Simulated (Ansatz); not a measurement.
# From PBE to G0W0: GaN (P6_3mc), part 2 of 2

Aim: the quasiparticle gap of GaN (P6_3mc), starting from PBE.

Ansatz 0.2.0; PBE, then G0W0 on it, plane waves, PAW. Known limits of the many-body steps: finite bands, screening cutoff and k mesh; no spin-orbit coupling in G0W0; d shells not analysed.

So far. Step 2 (The PBE band structure): Over mesh and path the gap is 1.891 eV, direct, at k = Γ.

The database entry behind the starting cell has ideal inner coordinates that were not refined, so it need not match the best structure at ambient conditions.

In doubt: masses and optical values from hybrid runs of this build are listed as unsure (in some of the runs), which bears on the screening that GW takes from such a start.

**3. G0W0 on the 6×6×4 mesh**

G0W0 replaces the xc potential by a self-energy built once from the orbitals of the start. Levels are corrected in the window of bands that the input names, at points of the mesh.

This step: G0W0 on PBE, plane waves, PAW.

input.yaml reads:

```yaml
crystal:
  lattice:
    - [3.19, 0.0, 0.0]
    - [-1.595, 2.7626210381, 0.0]
    - [0.0, 0.0, 5.189]
  atoms:
    - { symbol: Ga, position: [0.6666666667, 0.3333333333, 0.0] }
    - { symbol: Ga, position: [0.3333333333, 0.6666666667, 0.5] }
    - { symbol: "N", position: [0.6666666667, 0.3333333333, 0.375] }
    - { symbol: "N", position: [0.3333333333, 0.6666666667, 0.875] }
kpoints:
  mp_grid: { grid: [6, 6, 4] }
hamiltonian:
  xc: pbe
  pseudopotentials: { kind: paw, azcp: { folder: "./paw" } }
scf:
  occupations: { method: fixed }
gw:
  n_empty_bands: 293
  ecut_chi: 200.0
  qp_bands: [v2, c2]
  qp_kpoints: band_edges
  screening: { model: contour_deformation }
```

The run is started by

```bash
> ansatz run input.yaml --threads 3 --pin off --max-ram 92160MiB --backend cuda --events-out ev --progress --plain --runs-dir out --devices 1 --max-vram 13GiB
```

Numbers of over 12 decimals in the logs are rounded to 6 here.

Log:

```text
GPUs: using 1 of 1 available (devices: 1).
[...]
GPU FFT provider: cuFFT
GPU libraries: cuBLAS 13.8.2, cuFFT 12.4.0, cuSOLVER 12.3.4
Crystal: 4 atoms, lattice volume = 45.729 Å³
Basis set: ecut = 420 eV, 917 PW (Γ)
Bands: 22, of which v1, the nominal top of the filled ones, is band 18 counted from 1 (17 counted from 0)
Symmetry: 12 space group operations
[...]
k-points: 21 of 144 (time reversal used)
[...]
GPU buffer pool allocated for 20736 grid points (all kernels)
[...]
SCF iter   1: F=—  HF=-8337.203660 eV  |F-HF|=—  |Δ(HF+E_count)|=         —  Δρ=1.13e-1  dr2=5.09e0  ethr=3.10e-3  ⟨swp⟩=4.0  Hψ=1676  notcnv=0  defer=6
[...]
SCF iter   9: F=-8335.821065 eV  HF=-8335.821065 eV  |F-HF|=3.07e-9  |Δ(HF+E_count)|=   1.97e-7  Δρ=2.62e-6  dr2=3.38e-9  ethr=2.78e-10  ⟨swp⟩=4.1  Hψ=1511  notcnv=0
SCF 1 converged in 9 iterations: F = -8335.821065 eV  dr2 = 3.38e-9
[...]
NSCF: frozen V_eff on 21 k-points, pencils in batches of 32, up to order 88
the band table was solved once the SCF had ended and its energy, with any forces and stress, was formed, with the checks that follow a solve (1961 applications of the Hamiltonian). They found nothing against the state; the energy, forces and stress were not computed again (output.eigenvalues in the input reference)
[...]
NSCF: frozen V_eff on 21 k-points
G₀W₀ screening: q 1/21
[... further progress lines ...]
SCF converged after 9 iterations
Free energy (F): -8335.821065 eV
[...]
Internal energy: -8335.821065 eV  (E = F + TS)
E sigma→0 (E₀):  -8335.821065 eV
Fermi energy:    9.680356 eV
[...]
--- Band table (eV; the first three rows and the last of 21) ---
  k-point 0: bands = [... 14 lower, 8.6362, 9.6161, 9.6804, 9.6804, 11.5708, 13.9224, 18.8640, 19.5628]
  k-point 1: bands = [... 14 lower, 8.7826, 8.7826, 9.5208, 9.5208, 12.7681, 14.0264, 18.4765, 19.2403]
  k-point 2: bands = [... 14 lower, 9.1450, 9.1450, 9.1450, 9.1450, 13.9058, 13.9058, 18.1603, 18.1603]
  k-point 20: bands = [... 14 lower, 5.5091, 5.5091, 8.1880, 8.1880, 16.0948, 16.0948, 16.9773, 16.9773]
--- G₀W₀: contour deformation, 7 samples at zero and on the imaginary axis and 2 off it, 144 q-points, 293 empty bands' worth ---
  eigenvalues of the whole cell's RPA ε∞ on this k-mesh (on a slab, of 1 + 4πα/V) = 5.9619, 5.9972, 5.9972; static W/v taken at q = 0 is 0.167018
  bands read: the sum over 311 bands ends inside a degenerate multiplet in 9 slots, whose members it reads at an even weight; the widest, k=2: bands 311 to 314 (counted from 1) at 1/4 each
  gw.qp_kpoints: band_edges: 15 of 21 stored k-points solved, in 1 pass; an edge of the gap read off the rows below is read off those points alone
    valence top: of the k-points left out ik 12 came nearest to being solved in a further pass, in band 18 (counted from 1, as in the quasiparticle table): it holds the edge there only if its correction is more favourable than any solved in that band by at least 0.924 eV; those differ by 0.247 eV
    conduction bottom: of the k-points left out ik 12 came nearest to being solved in a further pass, in band 19 (counted from 1, as in the quasiparticle table): it holds the edge there only if its correction is more favourable than any solved in that band by at least 2.787 eV; those differ by 0.421 eV
    ik  band        ε_KS         Σx   Σc(E_QP)       V_xc       Z   E_QP_lin       E_QP  E_QP is
     0    17      9.6804   -23.8574     2.8663   -20.2303  0.7678     8.9110     8.9196  root
     0    18      9.6804   -23.8574     2.8663   -20.2303  0.7678     8.9110     8.9196  root
     0    19     11.5708   -11.5392    -3.8334   -15.7696  0.8030    11.9693    11.9677  root
     0    20     13.9224   -10.1834    -4.5800   -15.2907  0.8095    14.4533    14.4498  root
     1    17      9.5208   -23.7219     2.9127   -20.0301  0.7675     8.7325     8.7417  root
     1    18      9.5208   -23.7219     2.9127   -20.0301  0.7675     8.7325     8.7417  root
     1    19     12.7681   -12.2078    -3.8448   -16.4935  0.7936    13.2111    13.2090  root
     1    20     14.0264   -10.1639    -4.6092   -15.3102  0.8063    14.5670    14.5634  root
     2    17      9.1450   -23.3824     3.0048   -19.5598  0.7666     8.3167     8.3273  root
     2    18      9.1450   -23.3824     3.0048   -19.5598  0.7666     8.3167     8.3273  root
     2    19     13.9058   -10.8618    -4.4854   -15.8898  0.7954    14.4523    14.4484  root
     2    20     13.9058   -10.8618    -4.4854   -15.8898  0.7954    14.4523    14.4484  root
     3    17      9.3300   -23.3912     2.8889   -19.7130  0.7676     8.5312     8.5408  root
     3    18      9.4436   -23.6151     2.9251   -19.9047  0.7672     8.6488     8.6583  root
     3    19     13.0969   -12.0173    -3.9570   -16.4422  0.7926    13.5672    13.5647  root
     3    20     15.1989   -10.4547    -4.8242   -15.9035  0.7984    15.8291    15.8235  root
     4    17      8.9650   -23.1214     2.9930   -19.2977  0.7666     8.1231     8.1343  root
     4    18      9.2329   -23.4182     2.9745   -19.6353  0.7668     8.4143     8.4246  root
     4    19     13.6732   -11.5240    -4.2052   -16.2315  0.7908    14.1786    14.1755  root
     4    20     15.2655   -10.4352    -4.8816   -15.9503  0.7940    15.9050    15.8990  root
     5    17      8.7527   -22.9767     3.0807   -19.0416  0.7655     7.8861     7.8984  root
     5    18      8.7527   -22.9767     3.0807   -19.0416  0.7655     7.8861     7.8984  root
     5    19     14.8083   -10.7581    -4.7052   -16.0483  0.7868    15.3984    15.3933  root
     5    20     14.8083   -10.7581    -4.7052   -16.0483  0.7868    15.3984    15.3933  root
     6    17      8.3897   -22.3496     3.0542   -18.4186  0.7656     7.4994     7.5129  root
     6    18      8.9454   -23.1196     3.0423   -19.2447  0.7658     8.1016     8.1129  root
     6    19     14.5345   -10.0824    -4.5712   -15.1477  0.7967    15.0319    15.0286  root
     6    20     15.4030    -9.5495    -4.7518   -14.8265  0.8085    15.9321    15.9282  root
     7    17      8.4901   -22.6813     3.1035   -18.7092  0.7647     7.6087     7.6216  root
     7    18      8.6689   -22.8552     3.0974   -18.8990  0.7650     7.7977     7.8101  root
     7    19     14.0855    -9.4213    -4.4322   -14.2577  0.8076    14.4917    14.4896  root
     7    20     15.3809    -8.9644    -4.7003   -14.1025  0.8065    15.8214    15.8187  root
     8    17      8.0602   -22.3029     3.2257   -18.1687  0.7626     7.1366     7.1518  root
     8    18      8.0602   -22.3029     3.2257   -18.1687  0.7626     7.1366     7.1518  root
     8    19     14.5393    -9.2053    -4.4785   -14.0735  0.8071    14.9310    14.9290  root
     8    20     14.5393    -9.2053    -4.4785   -14.0735  0.8071    14.9310    14.9290  root
     9    17      7.4487   -21.4079     3.2136   -17.2365  0.7625     6.4724     6.4909  root
     9    18      8.7016   -22.8708     3.0927   -18.9257  0.7650     7.8372     7.8493  root
     9    19     14.7345    -8.6180    -4.4578   -13.4033  0.8183    15.0633    15.0620  root
     9    20     15.2236   -10.2871    -4.7388   -15.5785  0.7975    15.7807    15.7762  root
[...]
17    17      8.0153   -22.1244     3.1763   -18.0545  0.7626     7.1073     7.1217  root
    17    18      8.0153   -22.1244     3.1763   -18.0545  0.7626     7.1073     7.1217  root
    17    19     15.0991    -9.5134    -4.5525   -14.4891  0.8040    15.5247    15.5223  root
    17    20     15.0991    -9.5134    -4.5525   -14.4891  0.8040    15.5247    15.5223  root
    18    17      6.6785   -21.3906     3.5207   -16.8760  0.7536     5.6619     5.6846  root
    18    18      6.9933   -21.7058     3.5036   -17.1947  0.7565     5.9636     5.9859  root
    18    19     14.8085    -7.4426    -4.2338   -11.8406  0.8204    14.9730    14.9726  root
    18    20     17.4614   -11.2866    -5.7130   -17.9138  0.7648    18.3938    18.3756  root
    20    17      8.1880   -22.2764     3.1586   -18.2403  0.7629     7.2970     7.3105  root
    20    18      8.1880   -22.2764     3.1586   -18.2403  0.7629     7.2970     7.3105  root
    20    19     16.0948    -9.5392    -4.9027   -14.9797  0.8043    16.6370    16.6327  root
    20    20     16.0948    -9.5392    -4.9027   -14.9797  0.8043    16.6370    16.6327  root
```

Elapsed: 37 s, on 1 × NVIDIA H100 80GB HBM3 (shared by 6 runs) with 3 threads of AMD EPYC 7R13 (Zen 3), shared host; peak memory 1.5 GiB.

Numbers from this step:

```yaml
bands_summed: 311
rpa_eps_infinity_on_this_mesh_eigenvalues: 5.962, 5.997, 5.997
plane_waves_in_the_screening_matrix: 311
q_points_in_the_mesh: 144
g0w0_gap_over_the_corrected_points: 3.048 eV
k_of_the_valence_top: 0, 0, 0
k_of_the_conduction_bottom: 0, 0, 0
starting_gap_on_the_mesh: 1.890 eV
z_at_the_valence_top: 0.7678
z_at_the_conduction_bottom: 0.8030
least_direct_g0w0_gap_over_the_corrected_points: 3.048 eV
```

Over 15 of 21 irreducible mesh points the G0W0 gap is 3.048 eV, direct, at k = Γ. The PBE gap of this run on the mesh is 1.890 eV. The two states that bound the G0W0 gap lie that far apart at the start, so the correction of the gap is 3.048 − 1.890 = +1.158 eV. The start of this run differs from the step before in mesh (12×12×4 and 6×6×4).

Labels follow the order of the start: v1 is the top filled band, c1 the lowest empty one; levels that stay degenerate share a row, the window can cut a multiplet, doubted levels are not marked in this list, bands outside the window were not corrected, and the list may be a part of the corrected levels. The levels before and after the correction (eV, zero at the valence-band top of each column):

```
           conduction bottom  valence top
Kohn-Sham               1.89         0.00
     G0W0               3.05         0.00
```

```
             level  occupation  energy (eV)
Kohn-Sham  Γ v2-v1           2        0.000
Kohn-Sham     Γ c1           0        1.890
Kohn-Sham     Γ c2           0        4.242
     G0W0  Γ v2-v1           2        0.000
     G0W0     Γ c1           0        3.048
     G0W0     Γ c2           0        5.530
```

The parts of the quasiparticle energy for the two states that bound the G0W0 gap, in eV on the run's own scale (QP = start + Σx + Σc − Vxc, with Σc at the quasiparticle energy):

```
             edge  k  band   start       Σx      Σc      Vxc      Z      QP
      valence top  Γ    17   9.680  −23.857   2.866  −20.230  0.768   8.920
conduction bottom  Γ    19  11.571  −11.539  −3.833  −15.770  0.803  11.968
```

**4. Spin-orbit coupling**

This run has two-component orbitals with spin-orbit coupling.

This step: DFT, PBE with spin-orbit coupling, plane waves, PAW.

input.yaml reads:

```yaml
crystal:
  lattice:
    - [3.19, 0.0, 0.0]
    - [-1.595, 2.7626210381, 0.0]
    - [0.0, 0.0, 5.189]
  atoms:
    - { symbol: Ga, position: [0.6666666667, 0.3333333333, 0.0] }
    - { symbol: Ga, position: [0.3333333333, 0.6666666667, 0.5] }
    - { symbol: "N", position: [0.6666666667, 0.3333333333, 0.375] }
    - { symbol: "N", position: [0.3333333333, 0.6666666667, 0.875] }
kpoints:
  mp_grid: { grid: [12, 12, 4] }
  band_path:
    path:
      - [0.0, 0.0, 0.0]
      - [0.5, 0.0, 0.0]
      - [0.33333333, 0.33333333, 0.0]
      - [0.0, 0.0, 0.5]
      - [0.5, 0.0, 0.5]
      - [0.33333333, 0.33333333, 0.5]
    npoints: 1
hamiltonian:
  xc: pbe
  pseudopotentials: { kind: paw_fr, azcp: { folder: "./paw" } }
scf:
  occupations: { method: fixed }
  n_extra_bands: 10
magnetization:
  noncollinear: true
  spin_orbit: true
output:
  eigenvalues: true
```

Log:

```text
[...]
GPUs: using 1 of 1 available (devices: 1).
[...]
non-collinear run that drives no moment, with spin-orbit: no starting moment large enough to seed its density (crystal.atoms[].spin), no starting occupations that ask for one, no magnetisation constraint and no magnetic field, so the semilocal B_xc is pinned to zero
[...]
GPU FFT provider: cuFFT
GPU libraries: cuBLAS 13.8.2, cuFFT 12.4.0, cuSOLVER 12.3.4
Crystal: 4 atoms, lattice volume = 45.729 Å³
Basis set: ecut = 420 eV, 917 PW (Γ)
Bands: 46, of which v1, the nominal top of the filled ones, is band 36 counted from 1 (35 counted from 0)
Symmetry: 12 space group operations + 12 with time reversal
[...]
k-points: 57 of 576 (time reversal used)
Projection manifold: j_resolved (fully-relativistic pseudo-atomic orbitals)
[...]
GPU buffer pool allocated for 20736 grid points (all kernels)
[...]
SCF iter   1: F=—  HF=-8337.364800 eV  |F-HF|=—  |Δ(HF+E_count)|=         —  Δρ=1.13e-1  dr2=5.09e0  dr2_m=0.00e0 (ungated)  ethr=3.10e-3  |M|=0.00e0 ∫|m|=0.00e0 μB  |m|>n=0.0e0 m-floor=0.0e0 τ_xc=0.0e0  β_m=0.30  ⟨swp⟩=4.3  Hψ=9790  notcnv=0  defer=319
[...]
spin=Noncollinear: Resta preconditioning applied to the charge; magnetization (m_x, m_y, m_z) channels mix plain (no charge-response kernel on spin).
SCF iter   2: F=—  HF=-8336.355062 eV  |F-HF|=—  |Δ(HF+E_count)|=    1.01e0  Δρ=6.66e-2  dr2=1.54e0  dr2_m=0.00e0 (ungated)  ethr=3.10e-3  |M|=0.00e0 ∫|m|=0.00e0 μB  |m|>n=0.0e0 m-floor=0.0e0 τ_xc=0.0e0  β_m=0.48  ⟨swp⟩=2.1  Hψ=3971  notcnv=0  defer=276
[...]
SCF iter   9: F=-8335.985911 eV  HF=-8335.985911 eV  |F-HF|=4.81e-9  |Δ(HF+E_count)|=   1.80e-7  Δρ=3.26e-6  dr2=4.90e-9  dr2_m=0.00e0 (ungated)  ethr=2.54e-10  |M|=0.00e0 ∫|m|=0.00e0 μB  |m|>n=0.0e0 m-floor=0.0e0 τ_xc=0.0e0  ⟨swp⟩=2.0  Hψ=8235  notcnv=0
SCF 1 converged in 9 iterations: F = -8335.985911 eV  dr2 = 4.90e-9
[...]
SCF converged after 9 iterations
Magnetization: |M| = 0.0000 μB,  M = (+0.0000, +0.0000, +0.0000) μB
Absolute magnetization: 0.0000 μB (∫|m|)
  site 0: m = (+0.0000, +0.0000, +0.0000) μB, |m| = 0.0000 μB  (R = 0.80 Å)
  site 1: m = (+0.0000, +0.0000, +0.0000) μB, |m| = 0.0000 μB  (R = 0.80 Å)
  site 2: m = (+0.0000, +0.0000, +0.0000) μB, |m| = 0.0000 μB  (R = 0.80 Å)
  site 3: m = (+0.0000, +0.0000, +0.0000) μB, |m| = 0.0000 μB  (R = 0.80 Å)
Free energy (F): -8335.985911 eV
[...]
Internal energy: -8335.985911 eV  (E = F + TS)
E sigma→0 (E₀):  -8335.985911 eV
Fermi energy:    9.680379 eV
[...]
--- Band table (eV; the first three rows and the last of 57) ---
  k-point 0: bands = [... 32 lower, 9.6746, 9.6746, 9.6804, 9.6804, 11.5688, 11.5688, 13.9210, 13.9210, ... 6 higher]
  k-point 1: bands = [... 32 lower, 9.5122, 9.5122, 9.5228, 9.5228, 12.7657, 12.7657, 14.0247, 14.0247, ... 6 higher]
  k-point 2: bands = [... 32 lower, 9.1509, 9.1509, 9.1509, 9.1509, 13.9034, 13.9034, 13.9034, 13.9034, ... 6 higher]
  k-point 56: bands = [... 32 lower, 8.1816, 8.1816, 8.1883, 8.1883, 16.0800, 16.0800, 16.1057, 16.1057, ... 6 higher]
```

Run time: 15 s. Hardware: 1 × NVIDIA H100 80GB HBM3 (shared by 6 runs) with 3 threads; peak memory 0.94 GiB; 7.3 s of CPU time.

Numbers from this step:

- gap: 1.888 eV
- valence top at: Γ
- conduction bottom at: Γ
- least direct gap: 1.888 eV

Over mesh and listed points the gap is 1.888 eV, direct, at k = Γ. PBE+SOC against PBE: 1.888 − 1.891 = −0.003 eV, with the same mesh, set of files (read in its fully relativistic form for the spin-orbit run) and cutoff, and both edges at the same k points. The spin-orbit run sees mesh and listed points alone, so its gap is an upper bound: the coupling can move an edge off these points, the more so as this crystal has no centre of inversion, and the change over the zone, its sign included where it is small, is not known.

**5. Side by side**

Each gap is the least one over the points named; times are wall times on shared hosts, not benchmarks. A G0W0 time includes the run's own self-consistent start. Runs with listed points see these and the mesh alone, so an edge that moves elsewhere is missed. Rows marked * are further runs, not shown as steps, whose inputs differ from the G0W0 step on the same start in the columns given; solver thresholds can differ too.

```
    level     mesh       files, cutoff    bands summed, screening                            points  gap (eV)  valence top  conduction bottom  least direct gap (eV)  time
      PBE  12×12×4  soft_1 PAW, 420 eV                          -                     mesh and path     1.891            Γ                  Γ                  1.891  19 s
  PBE+SOC  12×12×4  soft_1 PAW, 420 eV                          -            mesh and listed points     1.888            Γ                  Γ                  1.888  15 s
G0W0@PBE*    6×6×4  soft_1 PAW, 420 eV                  66, 60 eV  15 of 21 irreducible mesh points     2.866            Γ                  Γ                  2.866  16 s
G0W0@PBE*    6×6×4  soft_1 PAW, 420 eV                154, 120 eV  15 of 21 irreducible mesh points     3.012            Γ                  Γ                  3.012  19 s
 G0W0@PBE    6×6×4  soft_1 PAW, 420 eV                311, 200 eV  15 of 21 irreducible mesh points     3.048            Γ                  Γ                  3.048  37 s
G0W0@PBE*    6×6×2  soft_1 PAW, 420 eV                154, 120 eV  11 of 14 irreducible mesh points     2.976            Γ                  Γ                  2.976  17 s
G0W0@PBE*    6×6×4  soft_1 PAW, 420 eV  154, 120 eV, plasmon pole  15 of 21 irreducible mesh points     3.007            Γ                  Γ                  3.007  39 s
```

**6. Summary of results**

```yaml
pbe_gap_over_mesh_and_path: 1.891 eV, direct, at k = Γ
g0w0_pbe_gap_over_15_of_21_irreducible_mesh_points: 3.048 eV, direct, at k = Γ
pbe_soc_gap_over_mesh_and_listed_points: 1.888 eV
gw_settings: 6×6×4 mesh, 293 empty bands, screening to 200 eV
known_limits: finite bands, screening cutoff and k mesh; no spin-orbit coupling in G0W0; d shells not analysed
```

**Reading.** Over 15 of 21 irreducible mesh points the G0W0 gap is 3.048 eV, direct, at k = Γ. The PBE gap of this run on the mesh is 1.890 eV. The two states that bound the G0W0 gap lie that far apart at the start, so the correction of the gap is 3.048 − 1.890 = +1.158 eV. The valence state moves by 8.920 − 9.680 = −0.760 eV and the conduction state by 11.968 − 11.571 = +0.397 eV, on the run's own scale; with 66 bands the edge states move by −0.120 and +0.856 eV, so the split between the edges depends on the bands and cutoff. Both edges that PBE shows over mesh and path lie at k points where levels were corrected. Levels at other points were not corrected, so a lower G0W0 gap elsewhere in the zone is not ruled out. From 66 bands and 60 eV to 311 bands and 200 eV the gap moves by 3.048 − 2.866 = +0.182 eV (rung by rung 2.866, 3.012, 3.048 eV); bands and screening cutoff rise together, so their parts are not told apart. A line in one over the bands through the two highest rungs gives 3.048 + (3.048 − 3.012) × 154 / (311 − 154) = 3.083 eV, and through the pair below 3.012 + (3.012 − 2.866) × 66 / (154 − 66) = 3.122 eV. The two differ by 0.039 eV, not under the 0.030 eV asked, so the law does not hold well over these rungs and the limit is not known. With the 6×6×2 mesh in place of the 6×6×4 mesh and all else as in the G0W0@PBE row with 154 bands, the gap differs by 2.976 − 3.012 = −0.036 eV, and that of the start by 1.891 − 1.890 = +0.001 eV. With the plasmon pole model in place of the contour deformation model and all else as in the G0W0@PBE row with 154 bands, the gap differs by 3.007 − 3.012 = −0.005 eV. G0W0 on other starts in this series, not shown as steps and not all at these settings: 3.607 eV on HSE06 (6×6×4, soft_1 PAW, 154 bands, 120 eV) and 3.053 eV on LDA (6×6×4, soft_1 PAW, 154 bands, 120 eV). PBE+SOC against PBE: 1.888 − 1.891 = −0.003 eV, with the same mesh, set of files (read in its fully relativistic form for the spin-orbit run) and cutoff, and both edges at the same k points. The spin-orbit run sees mesh and listed points alone, so its gap is an upper bound: the coupling can move an edge off these points, the more so as this crystal has no centre of inversion, and the change over the zone, its sign included where it is small, is not known. What spin-orbit coupling does to the G0W0 levels was not computed, so no sum with the G0W0 gap is formed. The G0W0 runs are scalar-relativistic. One-shot GW is known to converge slowly in bands for compounds with shallow d shells. The cell holds Ga; the filling of the d shell and its place against the gap were not analysed here. G0W0@PBE runs of this series with other atomic data on the same mesh, not shown as steps, give 3.018 eV (hard PAW, 1020 eV, 162 bands, screening to 120 eV; the table's row with the same empty bands and screening cutoff has 3.012 eV); where bands and cutoffs differ too, the part of the files is not isolated.

[Paths, hosts, dates, memory and timing lines, banners, echoed tables and standing remarks are left out of the program output.]

[Logs are printed without paths, hosts, clocks, repeated set-up lines and the standing remarks that a program may print on its own settings, such as how far it seeks lower states.]

[Runs of the session that timed out or met a known fault of the program may be left out.]

[Cells called generated may have been cut or substituted from an entry of the Crystallography Open Database or the Materials Project.]

[Hosts, paths, dates, database ids (printed as entryN), source tags and the programs' standing remarks are cut or masked in the printed files.]

[Where an RPA ε∞ is given, it is that of the G0W0 mesh and is not shown converged in it. Names of k-points follow the symmetry that the program found, which can be lower than the space group named. Band edges on a path are those of the sampled points; other points can move an edge, and change direct to indirect where valleys lie close.]

[Hybrid gaps are those of their k-mesh and are not shown converged in it.]
